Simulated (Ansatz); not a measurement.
**GaAs (F-43m): band gap by G0W0 on PBE**

Wanted: the gap of GaAs (F-43m) with a many-body correction, and the time that it takes.

Main program and level: Ansatz 0.2.0; PBE, then G0W0 on it, plane waves, PAW.

**Experimental background.**

- Gap 1.51 eV: band-edge emission energy from PL (direct gap at Gamma); photoluminescence, 633 nm excitation; 77 K; bulk crystal (MBE GaAs matrix around a thin InAs wetting layer on semi-insulating GaAs (100)) (“Photoluminescence of InAs/GaAs quantum dots under direct two-photon excitation”, 2020, pmc:7331710).

- Gap 1.412 ± 0.01 eV: direct gap E0 at Gamma from ellipsometry; variable-angle spectroscopic ellipsometry, parametric critical-point fit; 300 K; bulk crystal (semi-insulating GaAs(001) reference substrate with native oxide) (“Evidence of valence band perturbations in GaAsN/GaAs(001): A combined variable-angle spectroscopic ellipsometry and modulated photoreflectance investigation”, 2008, arxiv:0805.2212).

- Gap 1.418 ± 0.005 eV: direct gap E0 at Gamma from PR; modulated photoreflectance, low-field lineshape fit; 300 K; bulk crystal (semi-insulating GaAs(001) reference substrate) (“Evidence of valence band perturbations in GaAsN/GaAs(001): A combined variable-angle spectroscopic ellipsometry and modulated photoreflectance investigation”, 2008, arxiv:0805.2212).

- Gap 1.42 eV: fundamental direct gap E0 at Gamma, seen as sharp points in Psi and Delta; spectroscopic ellipsometry; 300 K; bulk crystal (semi-insulating GaAs (100) substrate) (“Ellipsometric study of the Electronic Structure of GaMnAs and LT-GaAs”, 2004, arxiv:cond-mat/0404304).

## Step 1: Set-up

The structure is cubic, space group F-43m (No. 216). Conventional cell: a = 5.654 Å, b = 5.654 Å, c = 5.654 Å, α = 90.00°, β = 90.00°, γ = 90.00°. Nearest to Ga lie 4 As at 2.45 Å. Nearest to As lie 4 Ga at 2.45 Å. Farther neighbours are not listed.

The cell and positions come from the Crystallography Open Database and are kept as given unless a step says otherwise. The default PAW set here is soft_1. Its files were made with PBE.

## Step 2: Bands along the symmetry lines

Levels along a band path and on the mesh show where this functional puts the band edges.

This step: DFT, PBE, plane waves, PAW.

input.yaml

```yaml
crystal:
  lattice:
    - [0.0, 2.82685, 2.82685]
    - [2.82685, 0.0, 2.82685]
    - [2.82685, 2.82685, 0.0]
  atoms:
    - { symbol: Ga, position: [0.0, 0.0, 0.0] }
    - { symbol: As, position: [0.25, 0.25, 0.25] }
kpoints:
  mp_grid: { grid: [8, 8, 8] }
  band_path:
    path:
      - [[0.0, 0.0, 0.0], [-0.5, -0.5, 0.0], [-0.375, -0.375, 0.25]]
      - [[-0.375, 0.0, 0.375], [0.0, 0.0, 0.0], [0.0, 0.0, 0.5], [-0.5, -0.25, 0.25], [-0.5, -0.5, 0.0]]
    npoints: 10
hamiltonian:
  xc: pbe
  pseudopotentials: { kind: paw, azcp: { folder: "./paw" } }
scf:
  occupations: { method: fermi_dirac, width: 0.02 }
  n_extra_bands: 4
output:
  eigenvalues: true
  write_density: true
  write_potential: true
  elf: true
  volumetric_format: npy
```

The run is started by

```bash
ansatz run input.yaml --threads 3 --pin off --max-ram 92160MiB --backend cuda --events-out ev --progress --plain --runs-dir out --devices 1 --max-vram 13GiB
```

Numbers of over 12 decimals in the logs are rounded to 6 here.

Log:

```text
scf.n_extra_bands = 4 over 14 filled bands (N_el = 28.0): the run solves 18 bands
GPUs: using 1 of 1 available (devices: 1).
Engine: ansatz 0.2.0, x86_64-unknown-linux-gnu
Pseudopotentials: kind: paw
Pseudopotential: Ga, paw, valence charge 13, recommended cutoff 420 eV (normal), <dir>
Pseudopotential: As, paw, valence charge 15, recommended cutoff 420 eV (normal), <dir>
Functional definition: PBE
  parameter kappa = 0.804
  parameter beta = 0.066725
  exchange = pbe_x(kappa = kappa, mu = beta*pi^2/3)
  correlation = pbe_c(beta = beta)
device memory: the entry about to start is reckoned to put 0.8 GiB on a device that reports 78.0 GiB free (of which the cap on the GPU budget leaves the run 13.0 GiB)
GPU FFT provider: cuFFT
GPU libraries: cuBLAS 13.8.2, cuFFT 12.4.0, cuSOLVER 12.3.4
Crystal: 2 atoms, lattice volume = 45.179 Å³
Basis set: ecut = 420 eV, 893 PW (Γ)
Bands: 18, of which v1, the nominal top of the filled ones, is band 14 counted from 1 (13 counted from 0)
Symmetry: 24 space group operations
Space group: F-43m (ITA 216), of the structure as read, at distance tolerance 3.6e-5 Å
k-points: 29 of 512 (time reversal used)
Non-local potential: Ga, projectors of the file, l = 0: 2, l = 1: 2, l = 2: 3, l = 3: 1
Non-local potential: As, projectors of the file, l = 0: 2, l = 1: 2, l = 2: 3, l = 3: 1
PAW form: soft (Blöchl's): semilocal exchange-correlation on the pseudo side does not see the compensation charge
PAW one-centre angular grid: Ga, 590 points (default); XC on 64 Gauss nodes
PAW one-centre angular grid: As, 590 points (default); XC on 64 Gauss nodes
Initial density: superposition of atomic densities (chi_scale 0.1, normalization cell, long waves kept (reshape's long-wave potential 0.00 eV rms))
Initial wavefunctions: pseudopotential atomic-orbital guess
GPU buffer pool allocated for 19683 grid points (all kernels)
GPU transforms: local potential and band sums: pruned to the plane-wave sphere, on 25×27×27
Functional: x = pbe(κ = 0.804, μ = 0.219515), c = pbe(β = 0.066725)
SCF iter   1: F=—  HF=-8639.930897 eV  |F-HF|=—  |Δ(HF+E_count)|=         —  Δρ=4.35e-2  dr2=4.79e-1  ethr=3.10e-3  ⟨swp⟩=5.7  Hψ=2542  notcnv=0
preconditioner: auto → none  [insulator: Δε(μ)=0.521 eV  Ē_g=15.731 eV  σ=0.020 eV  W_gap=1.00  n_scr=14 (ndim 8)  ℏωp=23.4 eV  f_vac=0.001  D(μ)=0.00/eV (n_scr^D=0)  ε∞_Penn≈3.2]
SCF iter   2: F=—  HF=-8639.859051 eV  |F-HF|=—  |Δ(HF+E_count)|=   7.18e-2  Δρ=1.91e-2  dr2=9.03e-2  ethr=1.71e-3  ⟨swp⟩=2.0  Hψ=870  notcnv=0
SCF iter   3: F=—  HF=-8639.851262 eV  |F-HF|=—  |Δ(HF+E_count)|=   7.79e-3  Δρ=4.89e-3  dr2=6.04e-3  ethr=3.22e-4  ⟨swp⟩=2.1  Hψ=906  notcnv=0
SCF iter   4: F=—  HF=-8639.846188 eV  |F-HF|=—  |Δ(HF+E_count)|=   5.07e-3  Δρ=7.95e-4  dr2=1.19e-4  ethr=2.16e-5  ⟨swp⟩=2.1  Hψ=902  notcnv=0
SCF iter   5: F=—  HF=-8639.846212 eV  |F-HF|=—  |Δ(HF+E_count)|=   2.41e-5  Δρ=2.22e-4  dr2=1.72e-5  ethr=4.27e-7  ⟨swp⟩=2.0  Hψ=928  notcnv=0
SCF iter   6: F=—  HF=-8639.846300 eV  |F-HF|=—  |Δ(HF+E_count)|=   8.71e-5  Δρ=5.24e-5  dr2=8.44e-7  ethr=6.15e-8  ⟨swp⟩=2.0  Hψ=928  notcnv=0
SCF iter   7: F=-8639.846300 eV  HF=-8639.846300 eV  |F-HF|=4.13e-8  |Δ(HF+E_count)|=   4.81e-7  Δρ=9.93e-6  dr2=3.13e-8  ethr=3.57e-10  ⟨swp⟩=4.3  Hψ=2012  notcnv=0
SCF 1 converged in 7 iterations: F = -8639.846300 eV  dr2 = 3.13e-8
  greatest PAW one-centre occupation: 0.999 electrons in one spin orbital (limit 2), on the As atom at site 1 (counted from 0), in its partial waves of l = 2
device memory: the entry about to start is reckoned to put 1.0 GiB on a device that reports 78.5 GiB free (of which the cap on the GPU budget leaves the run 13.0 GiB)
NSCF: frozen V_eff on 62 k-points, pencils in batches of 32, up to order 80
SCF converged after 7 iterations
Free energy (F): -8639.846300 eV
Harris-Foulkes:  -8639.846300 eV  (|F-HF|=4.13e-8)
Internal energy: -8639.846300 eV  (E = F + TS)
E sigma→0 (E₀):  -8639.846300 eV
Fermi energy:    8.195793 eV
--- Per-component energies (eV) ---
  E_band       = -319.249957
  E_kinetic    = 209.955679
  E_local      = -3658.205690  (includes V_loc(G=0)·N_el)
  E_nonlocal   = -486.248284
  E_hartree    = 2132.255820
  E_xc         = -134.006565
  E_vxc        = -130.100176  (∫ρ·V_xc dr)
  E_paw        = -4004.869235  (= ΣΔE_a)
  E_vpaw       = -519.155861  (= ΣTr[D̂ρ^β])
  E_aug_tail   = -0.000239  (compensation charges beyond the density's cutoff)
  E_ewald      = -2698.727786
  E_smearing   = -0.000000  (= −TS)
  E_closure    = 0.000000  (closes the sum)
  Σ components = -8639.846300   (vs F -8639.846300, Δ=0.00e0)
--- Band table (eV; the first three rows and the last of 29) ---
  k-point 0: bands = [... 10 lower, -4.8007, 7.9258, 7.9258, 7.9258, 8.4439, 11.6659, 11.6659, 11.6659]
  k-point 1: bands = [... 10 lower, -4.6180, 5.9652, 7.6901, 7.6901, 9.5190, 12.0133, 12.0133, 12.1254]
  k-point 2: bands = [... 10 lower, -4.1082, 3.7922, 7.2487, 7.2487, 9.3801, 12.5313, 12.5313, 13.8831]
  k-point 28: bands = [... 10 lower, -2.2435, 1.3045, 4.3954, 4.5886, 12.5493, 12.6495, 13.3421, 13.9768]
```

Wall time 2 s (1 × NVIDIA H100 80GB HBM3 (shared by 6 runs) with 3 threads of AMD EPYC 7R13 (Zen 3), shared host); peak memory 0.92 GiB.

The column dr2 measures how far the density is from self-consistency, as an energy; F and HF (Harris–Foulkes) agree once it is small.

This step gave:

```
filled bands         : 14
gap                  : 0.5181 eV
valence top at       : Γ
conduction bottom at : Γ
least direct gap     : 0.5181 eV
```

Over mesh and path the gap is 0.518 eV, direct, at k = Γ.

Electronic bands along the path, in eV, zero at the top of the highest nominally filled band:

```csv
point,band 11,band 12,band 13,band 14,band 15,band 16,band 17,band 18
Γ,-12.73,0.00,0.00,0.00,0.52,3.74,3.74,3.74
halfway,-11.80,-4.08,-1.69,-1.69,1.99,3.27,6.62,6.62
X,-10.23,-6.81,-2.67,-2.67,1.47,1.66,10.18,10.18
halfway,-10.22,-6.76,-3.20,-2.57,1.66,2.57,9.21,9.42
U,-10.26,-6.62,-3.85,-2.26,1.97,4.64,7.96,8.07
jump to K,-10.26,-6.62,-3.85,-2.26,1.97,4.64,7.96,8.07
halfway,-11.71,-4.55,-2.44,-0.68,2.69,4.77,4.81,5.65
Γ,-12.73,0.00,0.00,0.00,0.52,3.74,3.74,3.74
halfway,-12.03,-4.13,-0.68,-0.68,1.45,4.61,4.61,5.96
L,-10.96,-6.63,-1.14,-1.14,1.00,4.65,4.65,7.76
halfway,-10.62,-6.48,-3.22,-1.93,3.03,4.17,6.35,7.69
W,-10.17,-6.62,-3.53,-3.34,4.62,4.72,5.42,6.05
halfway,-10.20,-6.72,-3.14,-3.04,2.56,2.76,8.15,8.36
X,-10.23,-6.81,-2.67,-2.67,1.47,1.66,10.18,10.18
```

The electronic bands as a text plot (rows in eV, shown from -8.0 to 3.7 only):

```
    3.5 |+++ +++        +             ++               ++   +
    3.0 |   +   +              +                      +      +
    2.5 |   +++  +     +    +++ ++                   +        +
    2.0 |  +   +  +++ +  +++      ++                +         ++
    1.5 |       +++++++++           +    +++++     +           ++
    1.0 | +                          +  +     +++++
    0.6 |+                            ++
    0.1 |**                         ******
   -0.4 |  *                     ****   * **
   -0.9 | * *                  ** ** *      ******
   -1.4 |  * **              **          *        ***
   -1.9 |      **          **    *  *              * **
   -2.4 |   *    ***   ****     *         *         *  **
   -2.9 |           ***        *  **                 *        ***
   -3.4 |    **        **    **            *          ** *****
   -3.8 |      *         ****    *                      **
   -4.3 |                       *           *
   -4.8 |       *                            *
   -5.3 |                      *
   -5.8 |        *           **               *
   -6.3 |         **       **                  **    ****
   -6.8 |           *******                      ****    ********
   -7.3 |
   -7.8 |
         Γ           X  U|K            Γ         L        W     X
```

ELF in the ac plane of a cell with a along [110], b along [-110] and c along [001] of the cube at fractional y = 0.000, with atoms of Ga and As within 0.2 Å of it. It is the smooth field of the valence electrons, not physical close to the nuclei.

Values, 8 rows by 16 columns, each cell a mean:
```
0.11 0.29 0.63 0.66 0.63 0.69 0.40 0.14 0.11 0.29 0.63 0.66 0.63 0.69 0.40 0.14
0.29 0.58 0.69 0.32 0.22 0.60 0.68 0.36 0.29 0.58 0.69 0.32 0.22 0.60 0.68 0.36
0.14 0.43 0.59 0.39 0.32 0.55 0.52 0.21 0.14 0.43 0.59 0.39 0.32 0.55 0.52 0.21
0.02 0.14 0.40 0.57 0.59 0.47 0.22 0.04 0.02 0.14 0.40 0.57 0.59 0.47 0.22 0.04
0.03 0.03 0.07 0.15 0.17 0.09 0.03 0.03 0.03 0.03 0.07 0.15 0.17 0.09 0.03 0.03
0.15 0.10 0.04 0.02 0.02 0.03 0.08 0.14 0.15 0.10 0.04 0.02 0.02 0.03 0.08 0.14
0.26 0.24 0.15 0.05 0.03 0.11 0.22 0.26 0.26 0.24 0.15 0.05 0.03 0.11 0.22 0.26
0.10 0.21 0.30 0.31 0.29 0.32 0.25 0.09 0.10 0.21 0.30 0.31 0.29 0.32 0.25 0.09
```
Columns run along a (8.0 Å), rows up along c (5.7 Å), edges of the conventional cell, whose origin can differ from the input's. Atoms in or near the plane, at fractional coordinates: Ga at (0.50, 0.00), Ga at (0.00, 0.00), As at (0.75, 0.75), As at (0.25, 0.75).

Electrostatic potential energy in the ac plane of a cell with a along [110], b along [-110] and c along [001] of the cube at fractional y = 0.000, with atoms of Ga and As within 0.2 Å of it. With pseudopotentials it is smooth inside the atoms' cores, unlike the true potential.

Ten even steps from '0' (-7 eV) to '9' (42 eV), each cell a mean:
```
9512222212895122222128
3111000011231110000112
1220153012112201530121
3320397013333203970133
3320153013333201530133
3331000023333310000233
3333222333333332223333
3333333333333333333333
3333333333333333333333
3333333333333333333333
3333333333333333333333
2333333333223333333332
1123333331111233333311
6312333321563123333215
9612333313996123333139
```
Columns run along a (8.0 Å; values clipped at the 3rd and 97th percentile), rows up along c (5.7 Å), edges of the conventional cell, whose origin can differ from the input's. Atoms in or near the plane, at fractional coordinates: Ga at (0.50, 0.00), Ga at (0.00, 0.00), As at (0.75, 0.75), As at (0.25, 0.75).

[end of part 1 of 2]

[Paths, hosts, dates, memory and timing lines, banners, echoed tables and standing remarks are left out of the program output.]

[Logs are printed without paths, hosts, clocks, repeated set-up lines and the standing remarks that a program may print on its own settings, such as how far it seeks lower states.]

[Runs of the session that timed out or met a known fault of the program may be left out.]

[Cells called generated may have been cut or substituted from an entry of the Crystallography Open Database or the Materials Project.]

[Hosts, paths, dates, database ids (printed as entryN), source tags and the programs' standing remarks are cut or masked in the printed files.]

[Where an RPA ε∞ is given, it is that of the G0W0 mesh and is not shown converged in it. Names of k-points follow the symmetry that the program found, which can be lower than the space group named. Band edges on a path are those of the sampled points; other points can move an edge, and change direct to indirect where valleys lie close.]

[Hybrid gaps are those of their k-mesh and are not shown converged in it.]
